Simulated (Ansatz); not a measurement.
# Sr2MgAl3(011) slab (48 atoms): geometry optimisation, part 2 of 2

Wanted: the relaxed structure of Sr2MgAl3(011) slab (48 atoms) and its electronic structure.

Ansatz 0.2.0; Kohn-Sham DFT, PBE, PAW (set soft_2), plane waves.

So far. Step 3 (Relaxation): The relaxation changed the energy by -51.4 meV/atom, and atoms moved by 0.44 Å r.m.s., 0.90 Å at most.

## Step 5: Single point at the relaxed geometry

One more single point at the end of the walk gives the fuller output and checks the residual forces.

input.yaml reads:

```yaml
crystal:
  lattice:
    - [12.7398, 0.0, 0.0]
    - [-3.18495, 11.54345, 0.0]
    - [0.0, 0.0, 22.884]
  atoms:
    - { symbol: Sr, position: [0.49383, 0.0553, 0.47251] }
    - { symbol: Sr, position: [0.3245, 0.38763, 0.30688] }
    - { symbol: Sr, position: [0.2509, 0.07939, 0.38267] }
    - { symbol: Sr, position: [0.11027, 0.54797, 0.35205] }
    [... 38 atom lines left out ...]
    - { symbol: Al, position: [0.70583, 0.9087, 0.50604] }
    - { symbol: Al, position: [0.85391, 0.03439, 0.59625] }
    - { symbol: Al, position: [0.62954, 0.03251, 0.59576] }
    - { symbol: Al, position: [0.84832, 0.45817, 0.54456] }
    - { symbol: Al, position: [0.50909, 0.55906, 0.63019] }
    - { symbol: Al, position: [0.73617, 0.5579, 0.62989] }
kpoints:
  mp_grid: { grid: [2, 2, 1] }
hamiltonian:
  xc: pbe
scf:
  occupations: { method: methfessel_paxton, width: 0.15 }
output:
  forces: true
  populations: true
  dos:
    method: { smearing: { sigma: 0.15 } }
    de: 0.1
    projected: { site_lists: { Al: [Al], Mg: [Mg], Sr: [Sr] } }
  eigenvalues: true
  write_density: true
  write_potential: true
  volumetric_format: npy
  elf: true
```

Command:

```console
$ ansatz run input.yaml --threads 4 --pin off --max-ram 8192MiB --backend cpu --events-out ev --progress --plain --runs-dir out
```

Numbers of over 12 decimals in the logs are rounded to 6 here.

Output:

```text
[...]
Crystal: 48 atoms, lattice volume = 3365.350 Å³
Basis set: ecut = 420 eV, 65721 PW (Γ), exchange–correlation on 180×162×320 points (8 copies of the dense FFT grid, shifted against one another)
Bands: 204, of which v1, the nominal top of the filled ones, is band 156 counted from 1 (155 counted from 0)
Symmetry: 1 space group operations
[...]
k-points: 4
[...]
SCF iter   1: F=—  HF=-84991.488838 eV  |F-HF|=—  |Δ(HF+E_count)|=         —  Δρ=1.67e-3  dr2=4.47e-1  ethr=1.77e-3  ⟨swp⟩=15.5  Hψ=5365  notcnv=0
[...]
SCF iter   9: F=-84991.469985 eV  HF=-84991.469985 eV  |F-HF|=7.86e-9  |Δ(HF+E_count)|=   4.26e-8  S|Δr|=    0.00e0  Δρ=7.18e-7  dr2=4.66e-8  ethr=3.21e-11  ⟨swp⟩=28.5  Hψ=7739  notcnv=0
SCF 1 converged in 9 iterations: F = -84991.469985 eV  dr2 = 4.66e-8
[...]
WARN: The output density's exchange-correlation potential varies sharply where the density is thin. Do not read a vacuum level from v_tot or v_xc, or from such a field of the output density. On a cell that repeats whose density bears no net charge and no dipole along the vacuum's axis use v_es (v_loc + v_h of the components); [...]
SCF converged after 9 iterations
[...]
Free energy (F): -84991.469985 eV
[...]
Internal energy: -84991.452351 eV  (E = F + TS)
E sigma→0 (E₀):  -84991.465576 eV
Entropy (-TS):   -0.017633 eV (-0.367 meV/atom)
Fermi energy:    0.653679 eV
[...]
--- Forces (eV/Å), atoms counted from 1 ---
  atom   1  Sr    -0.00100105     0.00636692    -0.02584150
  atom   2  Sr     0.03443650    -0.28321047    -0.09669521
  atom   3  Sr     0.04074823     0.04985279    -0.27016262
  atom   4  Sr     0.25512502     0.43693708    -0.42940055
  atom   5  Mg     0.03843496    -0.48986198     0.31526047
  atom   6  Mg     0.00898780    -0.01353940     0.03044363
  atom   7  Al    -0.07822891     0.46246840     0.77731199
  atom   8  Al    -0.13257612    -0.09022285    -0.16360642
  atom   9  Al     0.02586545    -0.12299210    -0.18328020
  atom  10  Al     0.00964393     0.05466917     0.10562112
  atom  11  Al     0.00597817     0.00256770    -0.01272140
  atom  12  Al     0.00203436     0.00005931    -0.00182534
  atom  13  Sr    -0.01213841     0.02564897     0.02252306
  atom  14  Sr    -0.00604289    -0.00188471    -0.03240506
[...]
atom  47  Al     0.03731163     0.00606646     0.04333453
  atom  48  Al    -0.01082240    -0.01247460     0.03233484
  max |Σ_I F_I| component: 7.39e-5 eV/Å
--- Band table (eV) ---
[...]
--- Löwdin populations: 48 sites ---
  site symbol       q [e]
     0     Sr      8.5292
     1     Sr      8.6230
     2     Sr      8.6183
[...]
47     Al      3.9032
  spilling = 0.022663 (of n_electrons = 312.000000)
```

Wall time 1.7 min (4 threads of Arm Neoverse V2, shared host); peak memory 6.3 GiB; 6.6 min of CPU time.

The program notes that the exchange-correlation potential is rough where the density is thin.

The run gave:

```yaml
free_energy: -84991.4700 eV
free_energy_per_atom: -1770.6556 eV/atom
scf_cycles: 9
r_m_s_force_component: 0.1596 eV/Å
longest_force: 0.9079 eV/Å
fermi_energy: 0.6537 eV
levels_partly_filled_by_over_2_per_cent: 17
potential_in_mid_vacuum_over_the_fermi_level: 3.099 eV
potential_4p5_a_over_the_upper_face: 3.087 eV
potential_4p5_a_under_the_lower_face: 3.11 eV
spilling_of_the_projection: 0.02266
```

Length of the force by element:

```csv
element,coordination,atoms,mean length of the force (eV/Å),spread,least,most
Al,all,24,0.152,0.242,0.0027,0.908
Mg,all,8,0.156,0.204,0.0217,0.584
Sr,all,16,0.170,0.211,0.0118,0.664
```

Density of states as counts of states in windows of 1 eV (from the Fermi level), total and the larger projections:

```csv
from (eV),to (eV),total,Al p,Al s,Sr s,Mg s
-14,-8,0.0,0.0,0.0,0.0,0.0
-8,-7,0.9,0.1,0.5,0.2,0.1
-7,-6,10.7,2.0,6.6,1.1,0.8
-6,-5,9.9,3.1,5.6,0.6,0.5
-5,-4,8.0,2.9,4.0,0.6,0.4
-4,-3,18.9,6.8,8.8,1.2,1.4
-3,-2,12.4,6.3,3.2,0.9,1.5
-2,-1,24.2,16.9,1.9,2.6,1.2
-1,0,34.3,23.9,2.4,2.5,0.9
0,1,34.5,17.8,2.3,3.3,1.7
1,2,40.4,9.4,2.2,4.8,1.8
```

Between -26 and -14 eV lie 96 more states.

About 97 of the 312 electrons lie in deeper levels, below the stored range.

The levels nearest the highest filled one (over half full), pooled over k-points and spins:

```csv
level less the highest filled one (eV),occupation
-0.0426,1.47
-0.0167,1.19
-0.0144,1.17
-0.0137,1.16
-0.0092,1.11
0,1.01
0.0283,0.693
0.0601,0.384
0.0629,0.36
0.0634,0.355
0.101,0.103
0.105,0.084
```

Planar average of the electrostatic potential energy along the normal, with the Fermi level as zero, after a running mean with a triangular window 4 Å wide at its base:

```csv
height (Å),potential energy (eV)
0.0,3.10
0.7,3.10
1.3,3.11
2.0,3.11
2.6,3.11
3.3,3.09
3.9,3.04
4.6,2.81
5.1,2.23
5.9,0.78
6.4,-0.86
7.2,-2.88
7.9,-4.07
8.4,-4.34
9.2,-4.20
9.7,-4.11
10.4,-4.19
11.0,-4.43
11.7,-4.79
12.3,-4.93
13.0,-4.83
13.6,-4.30
14.3,-3.22
14.9,-1.99
15.6,-0.27
16.3,1.34
16.9,2.25
17.6,2.86
18.2,3.01
18.9,3.07
19.5,3.08
20.2,3.09
20.7,3.09
21.5,3.09
22.0,3.10
22.7,3.10
```

Electrostatic potential energy in the ca plane at fractional y = 0.558, with atoms of Sr and Mg and Al within 0.2 Å of it. With pseudopotentials it is smooth inside the atoms' cores, unlike the true potential.

Ten even steps from '0' (-47 eV) to '9' (4 eV), each cell a mean:
```
99999999999999999999999986666689999999999999
99999999999987668999999998777899999999999999
99999999999862005899988999999999999999999999
99999999999862015899988999999999999999999999
99999999999987678999999998767899999999999999
99999999999999999999999986676689999999999999
99999998888899999888899986676689999999999999
99999987533688998754578987666799999999999999
99999874000068887300058999888999999999999999
99999874000168887400158999888999999999999999
99999987533688998765688987666789999999999999
99999999888899999988999986786689999999999999
99999999999999999999999986666689999999999999
99999999999987668999999998878899999999999999
99999999999872005899988999999999999999999999
99999999999872015899988999999999999999999999
99999999999987678999999998777899999999999999
99999999999999999999999986676689999999999999
99999999888899999888899986786689999999999999
99999987644688998754578987666799999999999999
99999885000168887400058999888999999999999999
99999874000068887510168999888999999999999999
99999987422578998766689987666789999999999999
99999998888899999988999986786689999999999999
```
Columns run along c (16.0 Å, from fractional 0.20 to 0.90 of the cell; values clipped at the 3rd and 97th percentile), rows up along a (12.7 Å). Atoms in or near the plane, at fractional coordinates: Sr at (0.35, 0.11), Mg at (0.43, 0.37), Al at (0.63, 0.01), Al at (0.63, 0.23), Sr at (0.35, 0.62), Mg at (0.43, 0.87), Al at (0.63, 0.51), Al at (0.63, 0.74).

Valence density in the ca plane at fractional y = 0.558, with atoms of Sr and Mg and Al within 0.2 Å of it. It is the smooth field of the valence electrons, not physical close to the nuclei.

Ten steps, logarithmic in the rise over the least value, from '0' (0 e/Å³) to '9' (14 e/Å³), each cell a mean:
```
00000000011100000111111111100000000000000000
00011111113321111111111111100000000000000000
00111111148961111111111111000000000000000000
00111111148961111111111111000000000000000000
00000001112311111111111111100000000000000000
00000000011100000011111111110000000000000000
00001111100000111111111011110000000000000000
00013454310002344311111111100000000000000000
00025666520013566531111111100000000000000000
00025666420013566521111111100000000000000000
00013454210001333211111111100000000000000000
00001111100000011111111001110000000000000000
00000000011100000111111111100000000000000000
00111111113421111111111111100000000000000000
00111111148972111111111111000000000000000000
00111111148962111111111111000000000000000000
00011111112311111111111111100000000000000000
00000000001100000011111111100000000000000000
00000111100000111111111001110000000000000000
00012444210002344311111111100000000000000000
00024666420013566521111111100000000000000000
00025666520013565421111111100000000000000000
00013454310001233211111111100000000000000000
00001111100000011111111001110000000000000000
```
Columns run along c (16.0 Å, from fractional 0.26 to 0.96 of the cell), rows up along a (12.7 Å). Atoms in or near the plane, at fractional coordinates: Sr at (0.35, 0.11), Mg at (0.43, 0.37), Al at (0.63, 0.01), Al at (0.63, 0.23), Sr at (0.35, 0.62), Mg at (0.43, 0.87), Al at (0.63, 0.51), Al at (0.63, 0.74).

Within 0.4 eV of the Fermi level the largest share is Al p (78 % of the projected weight). The potential stands 3.09 eV above the Fermi level over the upper face and 3.11 eV under the lower one, a reading of the work function, with no dipole correction.

A closer look about Mg29, picked at random: 8 atoms, nearest first, numbered in the order of the input, with positions taken from that point.

```csv
atom,x,y,z,distance (Å),bonds,Fx,Fy,Fz (eV/Å)
Mg29,0.00,0.00,0.00,0.00,7,-0.158,-0.322,0.218
Al8,1.57,-1.78,1.95,3.07,11,-0.133,-0.090,-0.164
Al31,-0.09,-3.08,-0.41,3.11,7,0.010,0.286,0.790
Al33,-1.72,-1.75,2.03,3.19,11,0.081,-0.198,-0.324
Al10,-0.10,3.18,0.35,3.20,9,0.010,0.055,0.106
Sr25,-0.10,1.11,3.24,3.42,16,-0.002,0.012,-0.015
Sr3,3.10,1.35,1.22,3.59,13,0.041,0.050,-0.270
Sr27,-3.37,1.43,1.26,3.87,13,0.230,-0.196,-0.308
```

The column of bonds counts only the pairs Al-Al within 3.33 Å, Al-Sr within 4.06 Å, Al-Mg within 3.50 Å, Sr-Sr within 4.23 Å, Sr-Mg within 4.00 Å; other neighbours, such as metal atoms beside each other in a compound, aren't counted, and periodic images can show an atom twice.

## Step 6: Outcome

| Item | Value |
| --- | --- |
| energy change in the relaxation | -51.45 meV/atom |
| r.m.s. displacement | 0.443 Å |
| largest displacement | 0.899 Å |
| free energy per atom | -1770.6556 eV/atom |
| r.m.s. force component | 0.1596 eV/Å |
| potential in mid-vacuum, over the Fermi level | 3.099 eV |
| wall time of the 3 DFT runs | 6.7 min |

What this shows: Relaxation lowers the energy by 51.4 meV/atom and moves atoms by 0.44 Å r.m.s.; the r.m.s. force component goes from 0.22 to 0.16 eV/Å, held atoms included. First to last step the energy falls by 2.470 eV; the largest move, 0.90 Å, is that of Al47. The Al-Sr bonds go from 3.700 Å (spread 0.081) to 3.591 Å (spread 0.126). 17 levels are partly filled, by over 2 % (on the run's k-points), as in a metal. The potential stands 3.09 eV above the Fermi level over the upper face and 3.11 eV under the lower one, a reading of the work function, with no dipole correction.

Caveats: 16 atoms were held in place, and force statistics include the forces on them.

[Logs are printed without paths, hosts, clocks, repeated set-up lines and the standing remarks that a program may print on its own settings, such as how far it seeks lower states.]

[Hosts, paths, dates, database ids (printed as entryN), source tags and the programs' standing remarks are cut or masked in the printed files.]
